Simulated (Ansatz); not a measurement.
**Sn2C (model cell, started as cuprite): following an unstable mode**

Aim: this structure of Sn2C (model cell, started as cuprite) is to be tested for unstable modes, and one is followed downhill.

Calculated with Ansatz 0.2.0; DFT PBEsol, scalar-relativistic, plane waves, PAW.

The structure was built from a prototype and need not be the compound's stable phase.

## 1. Starting point

The structure is cubic, space group Pn-3m (No. 224). The conventional cell has a = 5.021 Å, b = 5.021 Å, c = 5.021 Å, α = 90.00°, β = 90.00°, γ = 90.00°. Nearest to C lie 4 Sn at 2.17 Å. Sn has 2 C at 2.17 Å nearest. Farther neighbours are not listed.

Structure file:

```cif
data_structure
_symmetry_space_group_name_H-M 'P 1'
_symmetry_Int_Tables_number 1
_cell_length_a 5.0213
_cell_length_b 5.0213
_cell_length_c 5.0213
_cell_angle_alpha 90.000
_cell_angle_beta 90.000
_cell_angle_gamma 90.000
_cell_volume 126.60
loop_
_atom_site_label
_atom_site_type_symbol
_atom_site_fract_x
_atom_site_fract_y
_atom_site_fract_z
_atom_site_occupancy
C1 C 0.00000 0.00000 0.00000 1
C2 C 0.50000 0.50000 0.50000 1
Sn3 Sn 0.25000 0.25000 0.25000 1
Sn4 Sn 0.75000 0.75000 0.25000 1
Sn5 Sn 0.75000 0.25000 0.75000 1
Sn6 Sn 0.25000 0.75000 0.75000 1
```

## 2. Phonons on a q mesh

The cell comes from relaxations at this level that are not shown. Stability and thermal properties need the whole zone. Linear response on a 2×2×2 q mesh gives force constants as far as a supercell of that size would.

File input.yaml:

```yaml
crystal:
  lattice:
    - [5.0213021337, 0.0, 0.0]
    - [0.0, 5.0213021337, 0.0]
    - [0.0, 0.0, 5.0213021337]
  atoms:
    - { symbol: C, position: [0.0, 0.0, 0.0] }
    - { symbol: C, position: [0.5, 0.5, 0.5] }
    - { symbol: Sn, position: [0.25, 0.25, 0.25] }
    - { symbol: Sn, position: [0.75, 0.75, 0.25] }
    - { symbol: Sn, position: [0.75, 0.25, 0.75] }
    - { symbol: Sn, position: [0.25, 0.75, 0.75] }
kpoints:
  mp_grid: { grid: [8, 8, 8] }
hamiltonian:
  xc: pbesol
scf:
  occupations: { method: methfessel_paxton, width: 0.2 }
output:
  eigenvalues: true
phonons:
  method: dfpt
  qmesh: [2, 2, 2]
  temperatures: { t_max: 1000, t_step: 50 }
  qpath:
    path:
      - [[0.0, 0.0, 0.0], [0.0, 0.5, 0.0], [0.5, 0.5, 0.0], [0.0, 0.0, 0.0], [0.5, 0.5, 0.5], [0.0, 0.5, 0.0]]
      - [[0.5, 0.5, 0.5], [0.5, 0.5, 0.0]]
    npoints: 10
```

Launch:

```sh
ansatz run input.yaml --threads 8 --pin off --max-ram 14336MiB --backend cpu --events-out ev --progress --plain --runs-dir out
```

Numbers of over 12 decimals in the logs are rounded to 6 here.

What it wrote:

```text
Warning: phonons: the dynamical matrix that this run interpolates holds no multipole term above the dipole-dipole one, and a site of this crystal is no centre of inversion, so its interpolated transverse optical and acoustic branches and sound speeds can stay off near Gamma, and the density of states and the thermodynamics with them. What a run solves at a wave vector of phonons.qpoints, Gamma apart, where the deck admits one, is free of this, and under fd what a larger phonons.supercell samples
Engine: ansatz 0.2.0, aarch64-unknown-linux-gnu
Pseudopotentials: kind: paw
Pseudopotential: C, paw, valence charge 4, recommended cutoff 420 eV (normal), C.paw.azcp
Pseudopotential: Sn, paw, valence charge 14, recommended cutoff 420 eV (normal), Sn.paw.azcp
Functional definition: PBEsol
  exchange = pbesol_x
  correlation = pbesol_c
Crystal: 6 atoms, lattice volume = 126.604 Å³
Basis set: ecut = 420 eV, 2517 PW (Γ), exchange–correlation on 72×72×72 points (8 copies of the dense FFT grid, shifted against one another)
Bands: 39, of which v1, the nominal top of the filled ones, is band 32 counted from 1 (31 counted from 0)
Symmetry: 48 space group operations
k-points: 35 of 512
Non-local potential: C, projectors of the file, l = 0: 2, l = 1: 2, l = 2: 1
Non-local potential: Sn, projectors of the file, l = 0: 2, l = 1: 2, l = 2: 2, l = 3: 2
PAW form: soft (Blöchl's): semilocal exchange-correlation on the pseudo side does not see the compensation charge
PAW frozen core: C, regenerated for the run's functional, and the local potential with it (the file was generated under x = pbe(κ = 0.804, μ = 0.219515), c = pbe(β = 0.066725))
PAW frozen core: Sn, regenerated for the run's functional, and the local potential with it (the file was generated under x = pbe(κ = 0.804, μ = 0.219515), c = pbe(β = 0.066725))
PAW one-centre angular grid: C, 110 points (default); XC on 64 Gauss nodes
PAW one-centre angular grid: Sn, 590 points (default); XC on 64 Gauss nodes
Initial density: superposition of atomic densities (neutral atoms: chi_scale 0, normalization atom), corrected by the library's trained network
Initial wavefunctions: pseudopotential atomic-orbital guess
Functional: x = pbesol(κ = 0.804, μ = 0.123457), c = pbesol(β = 0.046)
SCF iter   1: F=—  HF=-24285.407835 eV  |F-HF|=—  |Δ(HF+E_count)|=         —  Δρ=1.37e-2  dr2=3.81e-1  ethr=1.77e-3  ⟨swp⟩=7.8  Hψ=5931  notcnv=0
preconditioner: auto → Kerker (q_TF=auto, 2.435 Å⁻¹)  [metal: Δε(μ)=0.008 eV  Ē_g=17.796 eV  σ=0.200 eV  W_gap=0.03  n_scr=26 (ndim 8)  ℏωp=26.4 eV  f_vac=0.000  D(μ)=3.84/eV (n_scr^D=26)]
SCF iter   2: F=—  HF=-24285.338182 eV  |F-HF|=—  |Δ(HF+E_count)|=   6.97e-2  S|Δr|=    0.00e0  Δρ=6.18e-3  dr2=8.65e-2  ethr=5.96e-4  ⟨swp⟩=1.2  Hψ=1658  notcnv=0  defer=2
SCF iter   3: F=—  HF=-24285.319696 eV  |F-HF|=—  |Δ(HF+E_count)|=   1.85e-2  S|Δr|=    0.00e0  Δρ=1.11e-3  dr2=1.52e-3  ethr=1.35e-4  ⟨swp⟩=2.0  Hψ=1683  notcnv=0  defer=2
SCF iter   4: F=—  HF=-24285.319567 eV  |F-HF|=—  |Δ(HF+E_count)|=   1.29e-4  S|Δr|=    0.00e0  Δρ=2.24e-4  dr2=5.96e-5  ethr=2.38e-6  ⟨swp⟩=2.0  Hψ=1728  notcnv=0  defer=2
SCF iter   5: F=—  HF=-24285.319562 eV  |F-HF|=—  |Δ(HF+E_count)|=   4.61e-6  S|Δr|=    0.00e0  Δρ=6.81e-5  dr2=6.63e-6  ethr=9.31e-8  ⟨swp⟩=2.1  Hψ=2411  notcnv=0  defer=2
SCF iter   6: F=—  HF=-24285.319559 eV  |F-HF|=—  |Δ(HF+E_count)|=   3.01e-6  S|Δr|=    0.00e0  Δρ=1.75e-5  dr2=5.51e-7  ethr=1.04e-8  ⟨swp⟩=3.0  Hψ=2549  notcnv=0  defer=2
SCF iter   7: F=—  HF=-24285.319558 eV  |F-HF|=—  |Δ(HF+E_count)|=   1.32e-6  S|Δr|=    0.00e0  Δρ=3.70e-6  dr2=2.21e-8  ethr=8.60e-10  ⟨swp⟩=2.4  Hψ=2366  notcnv=0  defer=5
SCF iter   8: F=—  HF=-24285.319558 eV  |F-HF|=—  |Δ(HF+E_count)|=   4.42e-9  S|Δr|=    0.00e0  Δρ=8.02e-7  dr2=1.19e-9  ethr=3.46e-11  ⟨swp⟩=2.7  Hψ=2170  notcnv=0  defer=5
SCF iter   9: F=—  HF=-24285.319558 eV  |F-HF|=—  |Δ(HF+E_count)|=  1.46e-11  S|Δr|=    0.00e0  Δρ=2.20e-7  dr2=7.63e-11  ethr=1.87e-12  ⟨swp⟩=2.2  Hψ=1619  notcnv=0  defer=5
SCF iter  10: F=-24285.319558 eV  HF=-24285.319558 eV  |F-HF|=2.91e-11  |Δ(HF+E_count)|=  1.46e-11  S|Δr|=    0.00e0  Δρ=3.58e-8  dr2=1.43e-12  ethr=1.00e-12  ⟨swp⟩=11.4  Hψ=6574  notcnv=0
SCF 1 converged in 10 iterations: F = -24285.319558 eV  dr2 = 1.43e-12
  greatest PAW one-centre occupation: 0.992 electrons in one spin orbital (limit 2), on the Sn atom at site 2 (counted from 0), in its partial waves of l = 2
Initial density: read from a saved state, or passed on in memory by an earlier SCF of this step, an earlier step, the calling program or the single point that the run made first
iter 1 solved again at ethr=2.28e-7 eV; its pass at ethr=3.10e-3 eV (dr2=1.46e-4 eV) is discarded
SCF iter   1: F=—  HF=-24285.319558 eV  |F-HF|=—  |Δ(HF+E_count)|=         —  Δρ=6.12e-7  dr2=3.66e-10  ethr=2.28e-7  ⟨swp⟩=3.3  Hψ=9338  notcnv=0
eigensolver tolerance schedule: the retry pair's looser diagonalisation over-reported the residual by 398455.61 of it (diagonalisation noise at an unbounded share of the residual, at the tolerance the schedule requests for it); recorded, not acted on — ethr = c·dr2/N_el stays at c = 1.0e-1
preconditioner: auto → Kerker (q_TF=auto, 2.435 Å⁻¹)  [metal: Δε(μ)=0.029 eV  Ē_g=17.817 eV  σ=0.200 eV  W_gap=0.12  n_scr=26 (ndim 8)  ℏωp=26.4 eV  f_vac=0.000  D(μ)=3.69/eV (n_scr^D=26)]
SCF iter   2: F=—  HF=-24285.319558 eV  |F-HF|=—  |Δ(HF+E_count)|=   3.08e-7  S|Δr|=    0.00e0  Δρ=3.24e-7  dr2=9.77e-11  ethr=1.00e-12  ⟨swp⟩=4.5  Hψ=4030  notcnv=0
SCF iter   3: F=—  HF=-24285.319558 eV  |F-HF|=—  |Δ(HF+E_count)|=  2.91e-11  S|Δr|=    0.00e0  Δρ=2.04e-7  dr2=3.82e-11  ethr=1.00e-12  ⟨swp⟩=1.0  Hψ=1365  notcnv=0
SCF iter   4: F=—  HF=-24285.319558 eV  |F-HF|=—  |Δ(HF+E_count)|=  1.46e-11  S|Δr|=    0.00e0  Δρ=1.13e-7  dr2=1.22e-11  ethr=1.00e-12  ⟨swp⟩=1.0  Hψ=1365  notcnv=0
SCF iter   5: F=-24285.319558 eV  HF=-24285.319558 eV  |F-HF|=1.46e-11  |Δ(HF+E_count)|=  7.28e-12  S|Δr|=    0.00e0  Δρ=5.92e-8  dr2=3.58e-12  ethr=1.00e-12  ⟨swp⟩=4.9  Hψ=3525  notcnv=0
SCF 2 converged in 5 iterations: F = -24285.319558 eV  dr2 = 3.58e-12
  greatest PAW one-centre occupation: 0.992 electrons in one spin orbital (limit 2), on the Sn atom at site 4 (counted from 0), in its partial waves of l = 2
phonons: the bands overlap, so this run is a metal and interpolates without the dipole-dipole term. If the crystal is really an insulator or semiconductor, its LO-TO splitting is missing
NSCF: frozen V_eff on 35 k-points
NSCF: frozen V_eff on 150 k-points
DFPT response loops at q = (0, 0, 0) (fractional): preconditioner auto → Kerker (q_TF=auto, 2.435 Å⁻¹) (partly filled bands, converged f_vac=0.000); β = 1.00, the filter's whole step (`scf.mixing.beta` (0.50) is not read by the response loops under this deck's `scf.mixing.preconditioner`; to damp them name `kerker` or `kerker_dos`, under which they read `scf.mixing.beta`, and type it under 1.00, their step now; both keys bind the ground state too); Broyden in place of MSR1
NSCF: frozen V_eff on 520 k-points
DFPT response loops at q = (0, 0, -0.5) (fractional): mixed as the last ones told, above
NSCF: frozen V_eff on 520 k-points
DFPT response loops at q = (0, -0.5, -0.5) (fractional): mixed as the last ones told, above
NSCF: frozen V_eff on 300 k-points
DFPT response loops at q = (-0.5, -0.5, -0.5) (fractional): mixed as the last ones told, above
SCF converged after 10 iterations
Stability not checked: this state was not tested for a lower state beside it, because cold or Methfessel-Paxton smearing, or corrected tetrahedra, fill the levels in a way that the test cannot read (fill_not_monotonic; see scf.lower_state_search)
Free energy (F): -24285.319558 eV
Harris-Foulkes:  -24285.319558 eV  (|F-HF|=2.91e-11)
Internal energy: -24285.310566 eV  (E = F + TS)
E sigma→0 (E₀):  -24285.317310 eV
Entropy (-TS):   -0.008992 eV (-1.499 meV/atom)
Fermi energy:    10.063991 eV
--- Per-component energies (eV) ---
  E_band       = -346.265167
  E_kinetic    = 916.861366
  E_local      = -3736.029832  (includes V_loc(G=0)·N_el)
  E_nonlocal   = -64.261895
  E_hartree    = 2239.342464
  E_xc         = -1607.644849
  E_vxc        = -500.688789  (∫ρ·V_xc dr)
  E_paw        = -16456.170256  (= ΣΔE_a)
  E_vpaw       = -1440.830929  (= ΣTr[D̂ρ^β])
  E_aug_tail   = 0.000007  (compensation charges beyond the density's cutoff)
  E_ewald      = -5578.589130
  E_core_change = 1.181560  (= ΣΔE_core)
  E_smearing   = -0.008992  (= −TS)
  E_closure    = 0.000000  (closes the sum)
  Σ components = -24285.319558   (vs F -24285.319558, Δ=0.00e0)
--- Band table (eV; the first three rows and the last of 35) ---
  k-point 0: bands = [... 28 lower, 6.0869, 6.8092, 6.8092, 11.7989, 11.7989, 11.7989, 12.1481, 12.1481, ... 3 higher]
  k-point 1: bands = [... 28 lower, 6.9147, 7.0208, 7.2341, 11.2818, 11.2818, 11.2874, 12.0022, 12.5010, ... 3 higher]
  k-point 2: bands = [... 28 lower, 7.2285, 7.9962, 8.2670, 10.3065, 10.8279, 10.8279, 11.5667, 12.3184, ... 3 higher]
  k-point 34: bands = [... 28 lower, 9.6042, 9.6042, 9.6042, 10.1781, 11.2975, 11.2975, 11.2975, 14.1122, ... 3 higher]
--- Phonons (Γ-DFPT): 2 representative perturbations + reference (Σ response iterations 6) ---
  ASR residual: 3.875e-6 → 0.000e0 eV/Å²; symmetrization residual: 4.923e-7 eV/Å²
  ASR residual per site (eV/Å²): 3.88e-6 3.88e-6 3.72e-6 3.72e-6 3.72e-6 3.72e-6
  Γ frequencies (cm⁻¹): -92.19 -92.19 -92.19 -77.79 -77.79 0.00 0.00 0.00 20.73 20.73 20.73 219.74 361.87 361.87 361.87 501.71 501.71 501.71
--- Phonons (arbitrary-q DFPT): 4 irreducible q on the 2×2×2 mesh ---
  q = [0.0000, 0.0000, 0.0000] (star 1, of the zone-centre solve; hermiticity 1.31e-7, symmetrization 1.62e-12): -92.19 -92.19 -92.19 -77.79 -77.79 -0.00 -0.00 0.00 20.73 20.73 20.73 219.74 361.87 361.87 361.87 501.71 501.71 501.71
  q = [0.0000, 0.0000, -0.5000] (star 3, 4 solved perturbations in 610 linear systems a pass and spin channel, the states on 260 of 512 k-point pairs; hermiticity 1.53e-7, symmetrization 1.18e-12): -92.74 -92.74 -74.21 -74.21 -73.91 -73.91 -31.67 -31.67 65.15 65.15 153.56 153.56 330.62 330.62 427.98 427.98 531.58 531.58
  q = [0.0000, -0.5000, -0.5000] (star 3, 4 solved perturbations in 610 linear systems a pass and spin channel, the states on 260 of 512 k-point pairs; hermiticity 2.33e-7, symmetrization 1.11e-12): -184.27 -184.27 -81.47 -81.47 -58.22 -58.22 -53.72 -53.72 64.47 64.47 136.29 136.29 203.43 203.43 440.98 440.98 512.18 512.18
  q = [-0.5000, -0.5000, -0.5000] (star 1, 2 solved perturbations in 225 linear systems a pass and spin channel, the states on 150 of 512 k-point pairs; hermiticity 1.64e-7, symmetrization 5.42e-12): -137.89 -137.89 -137.89 -81.80 -81.80 -81.80 -33.73 -33.73 66.09 66.09 66.09 221.36 378.46 378.46 378.46 496.16 496.16 496.16
  sum rule: each row above includes the acoustic sum rule's correction from the zone centre's row sums; it moved no ω² by more than (0.30 cm⁻¹)²
  mesh force constants: q→R imaginary residual 3.46e-17; ASR residual 3.875e-6 → 0.000e0 eV/Å²; symmetrization residual 6.217e-15 eV/Å²
  interpolated dispersion: 62 rows × 18 modes
  density of states and harmonic sums: on the 12×12×12 q-mesh, interpolated from the force constants of a 2×2×2 supercell (no non-analytic term)
  largest difference from the sums on the solved wave vectors: F 3.30e-2 eV, S 3.44e-5 and C_V 8.36e-6 eV/K
  zero-point energy: 0.180098 eV/cell   skipped modes (ω ≤ 0): 669, of them read as no rigid motion or as one in doubt: 666 (7.984e0 modes/cell left out, lowest -184.27 cm⁻¹)   left out of the sums: 4.44e-1 of the cell's modes: C_V's classical limit lies that fraction below 3 k_B per atom; for a crystal, a wire or a layer, F and S can be off by more, and a phonons.interpolated_qmesh denser along its periods is the remedy for the sampling
```

It took 2.1 min on 8 threads of Arm Neoverse V2, shared host; peak memory 3.4 GiB; 16 min of CPU time.

In the SCF lines HF is the Harris–Foulkes energy and dr2 the Hartree energy of the density residual, in eV; the loop may stop once dr2 is under the threshold and the program's other checks hold. Hψ counts applications of the Hamiltonian.

Numbers from this step:

* volume per atom: 21.10 Å³
* gap on the k-mesh: 0 eV
* sum-rule residual before enforcement: 3.88e-6 eV/Å²
* lowest frequency on the path: -184.3 cm⁻¹
* point group: m-3m
* highest frequency on the path or at a solved wavevector: 535.2 cm⁻¹
* highest optical mode at the zone centre (no LO-TO term): 501.7 cm⁻¹
* lowest optical zone-centre mode: -92.19 cm⁻¹
* lowest mode on the q mesh (acoustic modes at Γ apart): -184.3 cm⁻¹

Frequencies (cm⁻¹) solved at each irreducible wavevector; negative means imaginary. Frequencies by wavevector, by row:

```
q in reciprocal lattice units  star  mode 1  mode 2  mode 3  mode 4  mode 16  mode 17  mode 18
                        0 0 0     1   -92.2   -92.2   -92.2   -77.8    501.7    501.7    501.7
                     0 0 -0.5     3   -92.7   -92.7   -74.2   -74.2      428    531.6    531.6
                  0 -0.5 -0.5     3  -184.3  -184.3   -81.5   -81.5      441    512.2    512.2
               -0.5 -0.5 -0.5     1  -137.9  -137.9  -137.9   -81.8    496.2    496.2    496.2
```

Interpolated from a 2×2×2 q mesh. Phonon branches along the path, in cm⁻¹:

```
    point  branch 1  branch 2  branch 3  branch 4  branch 15  branch 16  branch 17  branch 18
        Γ       -92       -92       -92       -78        362        502        502        502
  halfway       -94       -84       -84       -84        381        479        518        518
        X       -93       -93       -74       -74        428        428        532        532
  halfway      -130      -130       -89       -89        432        432        526        526
        M      -184      -184       -82       -82        441        441        512        512
  halfway      -108      -104       -90       -88        395        471        517        526
        Γ       -92       -92       -92       -78        362        502        502        502
  halfway      -118      -118      -104       -84        338        506        510        510
        R      -138      -138      -138       -82        378        496        496        496
  halfway      -138      -126      -124       -86        352        487        502        527
        X       -93       -93       -74       -74        428        428        532        532
jump to R      -138      -138      -138       -82        378        496        496        496
  halfway      -154      -154      -114       -82        399        480        510        510
        M      -184      -184       -82       -82        441        441        512        512
```

Symmetry leaves 4 wavevectors to solve. The lowest mode among them, the acoustic zeros apart, lies at q = (0, -0.5, -0.5) and is imaginary, 184.3i cm⁻¹, so the energy falls along it.

## 3. The mode frozen in, largest atomic shift 0 Å

The mode followed lies at q = (0, -0.5, -0.5) with frequency 184.3i cm⁻¹ and is 2-fold degenerate, the softest among the wavevectors solved. At small amplitude the distorted cell has space group no. 93 by a symmetry search on the positions. The undistorted cell that holds it gives the zero of energy on the same k mesh.

System of this step: Sn2C (model cell, started as cuprite). Symmetry: Pn-3m, No. 224, cubic system. The conventional cell has a = 5.021 Å, b = 5.021 Å, c = 5.021 Å, α = 90.00°, β = 90.00°, γ = 90.00°. Nearest to C lie 4 Sn at 2.17 Å. Sn has 2 C at 2.17 Å nearest. Farther neighbours are not listed.

File input.yaml:

```yaml
crystal:
  lattice:
    - [-5.0213021337, 0.0, 0.0]
    - [0.0, -5.0213021337, -5.0213021337]
    - [0.0, -5.0213021337, 5.0213021337]
  atoms:
    - { symbol: C, position: [0.0, 0.5, 0.5] }
    - { symbol: C, position: [0.0, 0.0, 0.0] }
    - { symbol: C, position: [0.5, 0.0, 0.5] }
    - { symbol: C, position: [0.5, 0.5, 0.0] }
    - { symbol: Sn, position: [0.75, 0.25, 0.5] }
    - { symbol: Sn, position: [0.75, 0.75, 0.0] }
    - { symbol: Sn, position: [0.25, 0.0, 0.25] }
    - { symbol: Sn, position: [0.25, 0.5, 0.75] }
    - { symbol: Sn, position: [0.25, 0.0, 0.75] }
    - { symbol: Sn, position: [0.25, 0.5, 0.25] }
    - { symbol: Sn, position: [0.75, 0.75, 0.5] }
    - { symbol: Sn, position: [0.75, 0.25, 0.0] }
kpoints:
  mp_grid: { grid: [8, 6, 6] }
hamiltonian:
  xc: pbesol
scf:
  occupations: { method: methfessel_paxton, width: 0.2 }
output:
  forces: true
  stress: true
  eigenvalues: true
```

What it wrote:

```text
[...]
Crystal: 12 atoms, lattice volume = 253.209 Å³
Basis set: ecut = 420 eV, 4981 PW (Γ), exchange–correlation on 72×96×96 points (8 copies of the dense FFT grid, shifted against one another)
Bands: 77, of which v1, the nominal top of the filled ones, is band 64 counted from 1 (63 counted from 0)
Symmetry: 32 space group operations
[...]
k-points: 50 of 288
[...]
k-point 0: bands = [... 60 lower, 7.3871, 8.9849, 8.9849, 11.6891, 11.6891, 11.7992, 11.7995, 11.7995, ... 9 higher]
  k-point 1: bands = [... 60 lower, 7.7705, 9.0177, 9.2640, 11.0662, 11.1176, 11.3018, 11.3103, 11.4310, ... 9 higher]
  k-point 2: bands = [... 60 lower, 8.3752, 9.0301, 9.9831, 10.2079, 10.2408, 10.6051, 10.7643, 10.8258, ... 9 higher]
  k-point 49: bands = [... 60 lower, 8.9851, 8.9851, 8.9851, 8.9851, 11.6901, 11.6901, 11.6901, 11.6901, ... 9 higher]
[key lines of the parts left out:]
SCF converged after 7 iterations
Free energy (F): -48570.654986 eV
Fermi energy:    10.075341 eV
P = ⅓ Tr σ = -0.0351 GPa (-0.351 kbar)
```

It took 5.3 s on 8 threads; peak memory 1.5 GiB.

Numbers from this step:

* pressure: -0.03511 GPa
* energy from the undistorted cell: 0 meV/atom

The run ends at a pressure of -0.04 GPa.

(Part 1 of 2 ends here.)

[Logs are printed without paths, hosts, clocks, repeated set-up lines and the standing remarks that a program may print on its own settings, such as how far it seeks lower states.]

[Hosts, paths, dates, database ids (printed as entryN), source tags and the programs' standing remarks are cut or masked in the printed files.]
